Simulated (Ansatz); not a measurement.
# Resistivity from frozen vibrations: Ir(111) with 4 thermally displaced layers, 2x2, part 2 of 2

Wanted: the phonon-limited resistivity of Ir at 800 K by the Landauer route.

Ansatz 0.2.0; Ansatz plane-wave DFT, PBE, PAW files; ballistic transport by layer matching (Landauer), zero bias; PAW set soft_1.

So far. Step 2 (With 4 displaced layers): Over the solved energies the transmission per spin lies between 5.13 and 5.41, out of 5.94 channels of the lead on average (up to 6.14).

## Step 3: With 8 displaced layers

Each atom of 8 layers is moved at random, by amounts drawn from a normal law 0.0588 Å wide in each direction from the Debye model (420 K) at 800 K. A fresh draw is used; the growth of the resistance with length is what counts.

System of this step: Ir(111) with 8 thermally displaced layers, 2x2. The cell holds 56 atoms: 56 Ir. Cell: a = 5.430 Å, b = 5.430 Å, c = 31.073 Å, α = 87.5°, β = 92.5°, γ = 120.0°. It derives from Ir. Regions: lead, 24 atoms (24 Ir); scattering region, 32 atoms (32 Ir). The structure is stacked along c, and the current runs across the ab planes.

Input file input.yaml:

```yaml
crystal:
  lattice:
    - [5.4297315514, 0.0, 0.0]
    - [-2.7148657757, 4.7022854592, 0.0]
    - [-1.3574328878, 0.7837142432, 31.0335007294]
  atoms:
    - { symbol: Ir, position: [0.005952381, 0.994047619, 0.0357142857] }
    - { symbol: Ir, position: [0.005952381, 0.494047619, 0.0357142857] }
    - { symbol: Ir, position: [0.505952381, 0.994047619, 0.0357142857] }
    - { symbol: Ir, position: [0.505952381, 0.494047619, 0.0357142857] }
    - { symbol: Ir, position: [0.1845238095, 0.3154761905, 0.1071428571] }
    - { symbol: Ir, position: [0.1845238095, 0.8154761905, 0.1071428571] }
    - { symbol: Ir, position: [0.6845238095, 0.3154761905, 0.1071428571] }
    - { symbol: Ir, position: [0.6845238095, 0.8154761905, 0.1071428571] }
    - { symbol: Ir, position: [0.3630952381, 0.1369047619, 0.1785714286] }
    - { symbol: Ir, position: [0.3630952381, 0.6369047619, 0.1785714286] }
    - { symbol: Ir, position: [0.8630952381, 0.1369047619, 0.1785714286] }
    - { symbol: Ir, position: [0.8630952381, 0.6369047619, 0.1785714286] }
    - { symbol: Ir, position: [0.0695215462, 0.9746706914, 0.250677363] }
    - { symbol: Ir, position: [0.028756637, 0.4580702423, 0.2512442536] }
    - { symbol: Ir, position: [0.5303170507, 0.9631400099, 0.2508147447] }
    - { symbol: Ir, position: [0.5415918794, 0.4437305718, 0.2487458382] }
    - { symbol: Ir, position: [0.2087433499, 0.2645797382, 0.3247252924] }
    - { symbol: Ir, position: [0.2168417751, 0.7839585717, 0.3209384845] }
    - { symbol: Ir, position: [0.7458497144, 0.2960778463, 0.322629] }
    - { symbol: Ir, position: [0.6969091586, 0.7801967487, 0.3227244] }
    - { symbol: Ir, position: [0.4063962497, 0.0928856961, 0.3963105027] }
    - { symbol: Ir, position: [0.3806634232, 0.5926202385, 0.3946293953] }
    - { symbol: Ir, position: [0.9119241517, 0.1261782729, 0.3932144538] }
    - { symbol: Ir, position: [0.8892441191, 0.5968123287, 0.3907890327] }
    - { symbol: Ir, position: [0.0676664243, 0.9303210963, 0.4653872303] }
    - { symbol: Ir, position: [0.0872187319, 0.4126463259, 0.4674871739] }
    - { symbol: Ir, position: [0.5839779159, 0.9424495784, 0.4634654311] }
    - { symbol: Ir, position: [0.5713016391, 0.425417712, 0.4662406849] }
    - { symbol: Ir, position: [0.2536107887, 0.2371470901, 0.5331721971] }
    - { symbol: Ir, position: [0.2442265077, 0.7500228901, 0.5375901441] }
    - { symbol: Ir, position: [0.7477289288, 0.2303329128, 0.5373690112] }
    - { symbol: Ir, position: [0.7378184455, 0.7349318819, 0.5368913355] }
    - { symbol: Ir, position: [0.4123811, 0.0704929119, 0.6060404408] }
    - { symbol: Ir, position: [0.4352980035, 0.5644654156, 0.6075259358] }
    - { symbol: Ir, position: [0.9377494415, 0.0555410853, 0.6098361237] }
    - { symbol: Ir, position: [0.9480344581, 0.5756622259, 0.6093506889] }
    - { symbol: Ir, position: [0.1269301189, 0.897439218, 0.6787147054] }
    - { symbol: Ir, position: [0.0965514916, 0.3854586059, 0.6771129245] }
    - { symbol: Ir, position: [0.5991197295, 0.8903172736, 0.6774938251] }
    - { symbol: Ir, position: [0.5955010018, 0.3737733727, 0.6790801744] }
    - { symbol: Ir, position: [0.303818833, 0.2248799661, 0.7499736268] }
    - { symbol: Ir, position: [0.3120863628, 0.7255105288, 0.7521799731] }
    - { symbol: Ir, position: [0.7738355665, 0.2235952984, 0.7506437008] }
    - { symbol: Ir, position: [0.798700021, 0.7128559993, 0.750725461] }
    - { symbol: Ir, position: [0.4702380952, 0.0297619048, 0.8214285714] }
    - { symbol: Ir, position: [0.4702380952, 0.5297619048, 0.8214285714] }
    - { symbol: Ir, position: [0.9702380952, 0.0297619048, 0.8214285714] }
    - { symbol: Ir, position: [0.9702380952, 0.5297619048, 0.8214285714] }
    - { symbol: Ir, position: [0.1488095238, 0.8511904762, 0.8928571429] }
    - { symbol: Ir, position: [0.1488095238, 0.3511904762, 0.8928571429] }
    - { symbol: Ir, position: [0.6488095238, 0.8511904762, 0.8928571429] }
    - { symbol: Ir, position: [0.6488095238, 0.3511904762, 0.8928571429] }
    - { symbol: Ir, position: [0.3273809524, 0.1726190476, 0.9642857143] }
    - { symbol: Ir, position: [0.3273809524, 0.6726190476, 0.9642857143] }
    - { symbol: Ir, position: [0.8273809524, 0.1726190476, 0.9642857143] }
    - { symbol: Ir, position: [0.8273809524, 0.6726190476, 0.9642857143] }
kpoints:
  mp_grid: { grid: [5, 5, 1] }
hamiltonian:
  xc: pbe
  pseudopotentials: { kind: paw, azcp: { folder: soft_1 } }
scf:
  occupations: { method: fermi_dirac, width: 0.1 }
output:
  transmission:
    leads: [[0, 4]]
    kmesh: [10, 10]
    e_range: [-0.05, 0.05]
    de: 0.05
  write_potential: true
  write_density: true
  volumetric_format: npy
```

Command:

```
$ ansatz run input.yaml --threads 4 --pin off --max-ram 15360MiB --backend cpu --events-out ev --progress --plain --runs-dir out
```

Numbers of over 12 decimals in the logs are rounded to 6 here.

What it wrote:

```text
[...]
Crystal: 56 atoms, lattice volume = 792.352 Å³
Basis set: ecut = 420 eV, 15385 PW (Γ)
Bands: 572, of which v1, the nominal top of the filled ones, is band 476 counted from 1 (475 counted from 0)
Symmetry: 1 space group operations
[...]
k-points: 13 of 25 (time reversal used)
[...]
SCF iter   1: F=—  HF=-668464.728823 eV  |F-HF|=—  |Δ(HF+E_count)|=         —  Δρ=4.95e-2  dr2=1.40e1  ethr=3.10e-3  ⟨swp⟩=5.0  Hψ=22921  notcnv=0  defer=196
[...]
SCF iter   8: F=-668460.355081 eV  HF=-668460.355081 eV  |F-HF|=2.83e-8  |Δ(HF+E_count)|=   1.27e-7  Δρ=1.91e-6  dr2=4.72e-8  ethr=1.05e-11  ⟨swp⟩=7.1  Hψ=23737  notcnv=0
SCF 1 converged in 8 iterations: F = -668460.355081 eV  dr2 = 4.72e-8
[...]
transmission: 298 of 2964 steps passed
transmission: 595 of 2964 steps passed
[...]
transmission: 2964 of 2964 steps passed
SCF converged after 8 iterations
Free energy (F): -668460.355081 eV
[...]
Internal energy: -668458.602105 eV  (E = F + TS)
E sigma→0 (E₀):  -668459.478593 eV
Entropy (-TS):   -1.752976 eV (-31.303 meV/atom)
Fermi energy:    25.836365 eV
[...]
--- Band table (eV; the first three rows and the last of 13) ---
  k-point 0: bands = [... 472 lower, 26.6443, 26.6571, 26.6679, 26.6752, 26.6805, 26.6856, 26.6953, 26.6959, ... 92 higher]
  k-point 1: bands = [... 472 lower, 26.1147, 26.1351, 26.1508, 26.1702, 26.1864, 26.2020, 26.2196, 26.2438, ... 92 higher]
  k-point 2: bands = [... 472 lower, 25.1536, 25.2019, 25.2556, 25.3595, 25.3823, 25.4367, 25.4971, 25.5187, ... 92 higher]
  k-point 12: bands = [... 472 lower, 25.7500, 25.7765, 25.8097, 25.8333, 25.8644, 25.8752, 25.9061, 25.9260, ... 92 higher]
--- Transmission ---
  basis      : 223 plane waves across, 57 finite elements along
  points     : 52, standing for a mesh of 10 x 10
[...]
channels       : 5.780000e0 a spin
[...]
junction   : crystal 0 to crystal 0, 0.70 to 29.51 Å
    transmission   : 4.338987e0 a spin
[...]
```

Elapsed: 7.1 min, on 4 threads of Intel Xeon Platinum 8488C (Sapphire Rapids), shared host; peak memory 8.8 GiB.

This step gave:

| Item | Value |
| --- | --- |
| free energy | -668460.3551 eV |
| energy at zero smearing | -668459.4786 eV |
| Fermi energy | 25.84 eV |
| transmission per spin nearest the Fermi level | 4.339 |
| step of the lead's potential | 5 meV |

Per spin. Transmission, zone mean against energy, zero at the Fermi level:

```
energy (eV)  transmission, zone mean
    -0.0500                     4.42
     0.0000                     4.34
     0.0500                     4.59
```

Over the solved energies the transmission per spin lies between 4.34 and 4.59, out of 5.94 channels of the lead on average (up to 6.14).

## Step 4: With 12 displaced layers

Each atom of 12 layers is moved at random, by amounts drawn from a normal law 0.0588 Å wide in each direction from the Debye model (420 K) at 800 K. A fresh draw is used; the growth of the resistance with length is what counts.

System of this step: Ir(111) with 12 thermally displaced layers, 2x2. The cell holds 72 atoms: 72 Ir. Its edges and angles: a = 5.430 Å, b = 5.430 Å, c = 39.900 Å, α = 90.0°, β = 90.0°, γ = 120.0°. It derives from Ir. Regions: lead, 24 atoms (24 Ir); scattering region, 48 atoms (48 Ir). The structure is stacked along c, and the current runs across the ab planes.

Input file input.yaml:

```yaml
crystal:
  lattice:
    - [5.4297315514, 0.0, 0.0]
    - [-2.7148657757, 4.7022854592, 0.0]
    - [0.0, 0.0, 39.9002152235]
  atoms:
    - { symbol: Ir, position: [0.0, 0.0, 0.0277777778] }
    - { symbol: Ir, position: [0.0, 0.5, 0.0277777778] }
    - { symbol: Ir, position: [0.5, 0.0, 0.0277777778] }
    - { symbol: Ir, position: [0.5, 0.5, 0.0277777778] }
    - { symbol: Ir, position: [0.1666666667, 0.3333333333, 0.0833333333] }
    - { symbol: Ir, position: [0.1666666667, 0.8333333333, 0.0833333333] }
    - { symbol: Ir, position: [0.6666666667, 0.3333333333, 0.0833333333] }
    - { symbol: Ir, position: [0.6666666667, 0.8333333333, 0.0833333333] }
    - { symbol: Ir, position: [0.3333333333, 0.1666666667, 0.1388888889] }
    - { symbol: Ir, position: [0.3333333333, 0.6666666667, 0.1388888889] }
    - { symbol: Ir, position: [0.8333333333, 0.1666666667, 0.1388888889] }
    - { symbol: Ir, position: [0.8333333333, 0.6666666667, 0.1388888889] }
    - { symbol: Ir, position: [0.0012153985, 0.9955104574, 0.191641119] }
    - { symbol: Ir, position: [0.9937933175, 0.4899463512, 0.1960367842] }
    - { symbol: Ir, position: [0.4973939172, 0.001044169, 0.1931919845] }
    - { symbol: Ir, position: [0.494396366, 0.4998557363, 0.1922547554] }
    - { symbol: Ir, position: [0.1692605331, 0.3320065063, 0.2482520526] }
    - { symbol: Ir, position: [0.1438957541, 0.8397509538, 0.2495613118] }
    - { symbol: Ir, position: [0.6594481644, 0.3303793435, 0.2526777864] }
    - { symbol: Ir, position: [0.6666689273, 0.8344168286, 0.2478078083] }
    - { symbol: Ir, position: [0.3569170238, 0.178143258, 0.3071283943] }
    - { symbol: Ir, position: [0.3395828499, 0.6781328358, 0.3061023926] }
    - { symbol: Ir, position: [0.8390240565, 0.1647629291, 0.3033828006] }
    - { symbol: Ir, position: [0.8323768446, 0.6424628173, 0.3052018492] }
    - { symbol: Ir, position: [0.9912620187, 0.9869551647, 0.3620149562] }
    - { symbol: Ir, position: [0.9950975266, 0.4945353407, 0.3618774439] }
    - { symbol: Ir, position: [0.5035244596, 0.017374348, 0.3616292141] }
    - { symbol: Ir, position: [0.4827014932, 0.4756797529, 0.3591832663] }
    - { symbol: Ir, position: [0.1781236575, 0.3327003418, 0.4162492934] }
    - { symbol: Ir, position: [0.1764456388, 0.8172890457, 0.4158033101] }
    - { symbol: Ir, position: [0.6652143517, 0.3406676565, 0.4156885059] }
    - { symbol: Ir, position: [0.6499824222, 0.8132549847, 0.4177418485] }
    - { symbol: Ir, position: [0.3390866994, 0.160707808, 0.4724630124] }
    - { symbol: Ir, position: [0.3163793908, 0.6607648926, 0.4742535502] }
    - { symbol: Ir, position: [0.8492535191, 0.195566334, 0.4710617697] }
    - { symbol: Ir, position: [0.8383967108, 0.6642211409, 0.4730563314] }
    - { symbol: Ir, position: [0.9964119481, 0.9929801355, 0.526498767] }
    - { symbol: Ir, position: [0.0327302057, 0.4990325131, 0.5248048859] }
    - { symbol: Ir, position: [0.4972145011, 0.0084814024, 0.5270406825] }
    - { symbol: Ir, position: [0.5210068791, 0.5125387095, 0.5275532054] }
    - { symbol: Ir, position: [0.1552668348, 0.3207645687, 0.5823014667] }
    - { symbol: Ir, position: [0.1582410349, 0.8483987775, 0.5856782898] }
    - { symbol: Ir, position: [0.6456684329, 0.3185520035, 0.5807262539] }
    - { symbol: Ir, position: [0.6367972346, 0.7944770665, 0.581649425] }
    - { symbol: Ir, position: [0.3452206786, 0.1623427492, 0.6401486876] }
    - { symbol: Ir, position: [0.339048238, 0.6886903436, 0.6391825692] }
    - { symbol: Ir, position: [0.8451589219, 0.1985941991, 0.6384105636] }
    - { symbol: Ir, position: [0.8213668076, 0.6691923004, 0.6388316396] }
    - { symbol: Ir, position: [0.0057871196, 0.9884715483, 0.6956307305] }
    - { symbol: Ir, position: [0.0050617521, 0.4916480932, 0.6946850931] }
    - { symbol: Ir, position: [0.5056720964, 0.0293430334, 0.6934064261] }
    - { symbol: Ir, position: [0.4884257782, 0.4866677411, 0.6939342044] }
    - { symbol: Ir, position: [0.1714050384, 0.3429373851, 0.7491000416] }
    - { symbol: Ir, position: [0.1557949757, 0.8156148784, 0.7487802721] }
    - { symbol: Ir, position: [0.703032251, 0.3463579427, 0.7488480515] }
    - { symbol: Ir, position: [0.6460771871, 0.8211300504, 0.7499680241] }
    - { symbol: Ir, position: [0.3290540391, 0.1573556756, 0.8036589317] }
    - { symbol: Ir, position: [0.3515667629, 0.6723166691, 0.8050033803] }
    - { symbol: Ir, position: [0.8276310697, 0.1600429236, 0.8012273383] }
    - { symbol: Ir, position: [0.8278907169, 0.6532755369, 0.8040774328] }
    - { symbol: Ir, position: [0.0, 0.0, 0.8611111111] }
    - { symbol: Ir, position: [0.0, 0.5, 0.8611111111] }
    - { symbol: Ir, position: [0.5, 0.0, 0.8611111111] }
    - { symbol: Ir, position: [0.5, 0.5, 0.8611111111] }
    - { symbol: Ir, position: [0.1666666667, 0.3333333333, 0.9166666667] }
    - { symbol: Ir, position: [0.1666666667, 0.8333333333, 0.9166666667] }
    - { symbol: Ir, position: [0.6666666667, 0.3333333333, 0.9166666667] }
    - { symbol: Ir, position: [0.6666666667, 0.8333333333, 0.9166666667] }
    - { symbol: Ir, position: [0.3333333333, 0.1666666667, 0.9722222222] }
    - { symbol: Ir, position: [0.3333333333, 0.6666666667, 0.9722222222] }
    - { symbol: Ir, position: [0.8333333333, 0.1666666667, 0.9722222222] }
    - { symbol: Ir, position: [0.8333333333, 0.6666666667, 0.9722222222] }
kpoints:
  mp_grid: { grid: [5, 5, 1] }
hamiltonian:
  xc: pbe
  pseudopotentials: { kind: paw, azcp: { folder: soft_1 } }
scf:
  occupations: { method: fermi_dirac, width: 0.1 }
output:
  transmission:
    leads: [[0, 4]]
    kmesh: [10, 10]
    e_range: [-0.05, 0.05]
    de: 0.05
  write_potential: true
  write_density: true
  volumetric_format: npy
```

What it wrote:

```text
[...]
Crystal: 72 atoms, lattice volume = 1018.738 Å³
Basis set: ecut = 420 eV, 19879 PW (Γ)
Bands: 735, of which v1, the nominal top of the filled ones, is band 612 counted from 1 (611 counted from 0)
Symmetry: 1 space group operations
[...]
k-points: 13 of 25 (time reversal used)
[...]
SCF iter   1: F=—  HF=-859453.469954 eV  |F-HF|=—  |Δ(HF+E_count)|=         —  Δρ=4.94e-2  dr2=1.81e1  ethr=3.10e-3  ⟨swp⟩=5.0  Hψ=29443  notcnv=0  defer=289
[...]
SCF iter   9: F=-859447.853937 eV  HF=-859447.853937 eV  |F-HF|=3.84e-9  |Δ(HF+E_count)|=   8.96e-9  Δρ=4.74e-7  dr2=5.05e-9  ethr=8.17e-12  ⟨swp⟩=2.0  Hψ=17557  notcnv=0
SCF 1 converged in 9 iterations: F = -859447.853937 eV  dr2 = 5.05e-9
[...]
transmission: 391 of 3900 steps passed
transmission: 781 of 3900 steps passed
[...]
transmission: 3900 of 3900 steps passed
SCF converged after 9 iterations
Free energy (F): -859447.853937 eV
[...]
Internal energy: -859445.630108 eV  (E = F + TS)
E sigma→0 (E₀):  -859446.742022 eV
Entropy (-TS):   -2.223829 eV (-30.887 meV/atom)
Fermi energy:    25.841252 eV
[...]
--- Band table (eV; the first three rows and the last of 13) ---
  k-point 0: bands = [... 608 lower, 26.6366, 26.6438, 26.6473, 26.6647, 26.6661, 26.6713, 26.6809, 26.6819, ... 119 higher]
  k-point 1: bands = [... 608 lower, 26.1377, 26.1454, 26.1531, 26.1706, 26.1756, 26.1878, 26.2018, 26.2153, ... 119 higher]
  k-point 2: bands = [... 608 lower, 25.2102, 25.2603, 25.2912, 25.3302, 25.3514, 25.3897, 25.4081, 25.4676, ... 119 higher]
  k-point 12: bands = [... 608 lower, 25.7991, 25.8244, 25.8403, 25.8516, 25.8710, 25.8915, 25.8997, 25.9198, ... 119 higher]
--- Transmission ---
  basis      : 223 plane waves across, 75 finite elements along
  points     : 52, standing for a mesh of 10 x 10
[...]
channels       : 6.020000e0 a spin
[...]
junction   : crystal 0 to crystal 0, 0.70 to 38.38 Å
    transmission   : 3.669540e0 a spin
[...]
```

Run time: 13 min. Hardware: 4 threads; peak memory 7.6 GiB; 46 min of CPU time.

This step gave:

```
free energy                                    : -859447.8539 eV
energy at zero smearing                        : -859446.7420 eV
transmission per spin nearest the Fermi level  : 3.670
open channels per spin nearest the Fermi level : 6.02
step of the lead's potential                   : 12.1 meV
```

Per spin. The transmission, zone mean by energy, zero at the Fermi level:

```
energy (eV)  transmission, zone mean
    -0.0500                     3.66
     0.0000                     3.67
     0.0500                     3.91
```

Over the solved energies the transmission per spin lies between 3.66 and 3.91, out of 6.06 channels of the lead on average (up to 6.26).

## Step 5: Resistance against length

This step: Ansatz plane-wave DFT, PBE, PAW files; ballistic transport by layer matching (Landauer), zero bias; resistivity from the slope of the area resistance; PAW set soft_1 (Ansatz 0.2.0).

Numbers from this step:

```
resistivity           : 14.80 µΩ cm
intercept             : -0.06431 fΩ m²
scatter about the fit : 0.008563 fΩ m²
```

Resistance, by row:

```
run  length (Å)      T  channels N  RA (fΩ m²)
 n4       8.867  5.249        5.94       0.073
 n8       17.73  4.448        5.94      0.1861
n12        26.6  3.748        6.06      0.3355
```

Area resistance against length of the displaced region:

```
length of the displaced region (Å)  area resistance (fΩ m²)
                              8.87                   0.0730
                             17.73                    0.186
                             26.60                    0.335
```

The area resistance goes from 0.073 to 0.34 fΩ m² between 8.9 and 26.6 Å, a slope of 15 µΩ cm.

By hand from the end points: (0.3355 − 0.07300) fΩ m² / (26.60 − 8.87) Å = 15 µΩ cm, since 1 fΩ m² per Å is 1000 µΩ cm.

## Step 6: What came out

```json
{
 "resistivity from the slope": "14.8 µΩ cm",
 "area resistance over 8.87 Å": "0.0730 fΩ m²",
 "area resistance over 17.7 Å": "0.186 fΩ m²",
 "area resistance over 26.6 Å": "0.335 fΩ m²"
}
```

**Reading.** The slope gives 15 µΩ cm. The points scatter by 0.0086 fΩ m² about the line, with one random draw a length in a 2x2 cell, so the slope is a rough value. The mean square of the displacements drawn is 0.78, 0.99 and 1.2 of the nominal one at the three lengths; with each resistance scaled back by that, the slope is 11 µΩ cm, the value used below. The lead's own channel count moves between the runs (5.94, 5.94 and 6.06), which shifts RA and the slope too. Read with a model of isotropic scattering on a spherical Fermi surface and the lead's 1.8×10¹⁵ S/m², this slope means a mean free path near 41 Å; over these lengths the model's slope is 1.06 times its bulk resistivity, which would be 10 µΩ cm. Uncorrelated displacements put too much weight on short waves, which scatter strongly; with the sideways repeat of a small cell, one draw and three short lengths, the method is good to a factor of two or three. Spin-orbit coupling is left out, which matters for Ir.

[Logs are printed without paths, hosts, clocks, repeated set-up lines and the standing remarks that a program may print on its own settings, such as how far it seeks lower states.]

[Hosts, paths, dates, database ids (printed as entryN), source tags and the programs' standing remarks are cut or masked in the printed files.]
